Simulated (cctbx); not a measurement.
# Lattice, Laue class and space group of a new crystal

Cell: a = 6.1700 Å, b = 14.1880 Å, c = 6.4210 Å, α = 90.00°, β = 90.00°, γ = 90.00°. Expected content of the cell: Eu4 Ni4 S16 Mg4.

Simulated single-crystal data (cctbx): Cu Kα, λ = 1.54184 Å, to d = 0.8 Å, 70 % of the full sphere, strongest reflection 40000 counts, noise from counting, a 1.5 % proportional error and a noise floor of 8 counts (s.d.); no absorption.

A first pass over the reflections prints:

```text
3238 reflections to d = 0.800 A
centring   violations  <I/sigma> of those
    A        645 of  1625     10.0
    B        645 of  1595     10.2
    C          0 of  1630      0.0
    I        754 of  1615     11.1
    R        970 of  2172     11.8
    F        645 of  2425      6.7
Laue class    unique    Rint  (classes that these axes allow; Friedel mates merged)
C 1 2/m 1         596   0.018
C 2/m 1 1         618   0.017
C m m m           356   0.019
space group    extra absences  I>4sigma  <I/sigma>
C 2 2 21                5          0      -0.0  acentric
C 2 2 2                 0          0         -  acentric
C m m 2                 0          0         -  acentric
C m c 21               36          0       0.1  acentric
C 2 m m                 0          0         -  acentric
C m 2 m                 0          0         -  acentric
C 2 c m                36          0       0.1  acentric
C m c m                36          0       0.1  centric
C m m m                 0          0         -  centric
Wilson B = 1.67 A^2   <|E^2-1|> = 0.746 (0.968 centric, 0.736 acentric)   E^2>4: 2.3 %
shell (A)         n   <I/sigma>
 7.09 - 1.60     53     62.7
 1.60 - 1.27     43     61.3
 1.27 - 1.11     46     49.3
 1.11 - 1.01     44     42.0
 1.01 - 0.94     44     41.5
 0.94 - 0.88     37     39.3
 0.88 - 0.84     44     36.4
 0.84 - 0.80     45     32.3
```

**Question.** What are the lattice type, the Laue class and the likely space group?

The reflections that C centring forbids are absent (⟨I/σ⟩ near 0), so the lattice is C.

Rint stays low (0.017 to 0.019) up to C m m m, the highest class in these axes.

9 settings pass the absence test. The most absences obeyed, 36, belong to C m c 21, C 2 c m and C m c m, which absences can't tell apart.

⟨|E²−1|⟩ = 0.746 leans to a non-centrosymmetric structure. Here that hint misleads: the statistic assumes many like atoms on general positions, and few, heavy or special-position atoms break it. The Wilson B of 1.67 Å² means U ≈ 0.0212 Å².

The true group is Cmcm (no. 63), Laue class mmm, centrosymmetric. The tables only narrow the choice to the tied entries; cell content, site symmetry and trial solutions must settle it.

The model was made for the exercise: a known structure type with other elements put in, its volume estimated, not relaxed; displacement parameters are assumed.

[Logs are printed without paths, hosts, clocks, repeated set-up lines and the standing remarks that a program may print on its own settings, such as how far it seeks lower states.]
